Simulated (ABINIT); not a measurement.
Planning a run of ABINIT 10.8.3 on Bi2Se3 (Paraguanajuatite). The input:

```
acell 3*1.0 Angstrom
rprim 
  2.071500000006 1.195981082602 9.545333333304
  -2.071500000006 1.195981082602 9.545333333304
  0.000000000000 -2.391962165288 9.545333333293
ntypat 2
znucl 83 34
natom 5
typat 1 1 2 2 2
xred 
  0.400800000000 0.400800000000 0.400800000000
  0.599200000000 0.599200000000 0.599200000000
  0.000000000000 0.000000000000 0.000000000000
  0.211700000000 0.211700000000 0.211700000000
  0.788300000000 0.788300000000 0.788300000000
pp_dirpath "pseudos"
pseudos "Bi.upf, Se.upf"
ecut 39
ngkpt 4 4 4
nshiftk 1
shiftk 0 0 0
kptopt 1
chksymbreak 0
istwfk *1
occopt 1
irdwfk 1
optdriver 4
nband 90
gwcalctyp 0
ecutsigx 39
symsigma 1
nkptgw 1
kptgw 
  0.0000000000 0.0000000000 0.0000000000
bdgw 
  37 42
ecuteps 3.2
irdscr 1
ppmodel 1
indata_prefix "in"
outdata_prefix "out"
tmpdata_prefix "tmp"
gwmem 00
```

```sh
OMP_NUM_THREADS=1 mpirun -n 8 abinit run.abi > log
```

Q: How long will it take on 8 MPI ranks of AMD EPYC 7B13 (Zen 3), shared host, and how much memory?

It took 46 s; on shared hardware allow 23 s to 92 s. Peak host memory was 5.8 GiB.

[Paths, hosts, dates, memory and timing lines, banners, echoed tables and standing remarks are left out of the program output.]

[Logs are printed without paths, hosts, clocks, repeated set-up lines and the standing remarks that a program may print on its own settings, such as how far it seeks lower states.]

[Runs of the session that timed out or met a known fault of the program may be left out.]

[Hosts, paths, dates, database ids (printed as entryN), source tags and the programs' standing remarks are cut or masked in the printed files.]

[G0W0 gaps are taken among the corrected bands and points alone; a level outside them can change the order at an edge.]

[Where Ansatz stands beside ABINIT at settings called matched, ABINIT's density can come from a denser mesh and the files from another edition; pairs whose starting gaps differed by over 0.03 eV were left out, so agreement reads better than it is.]
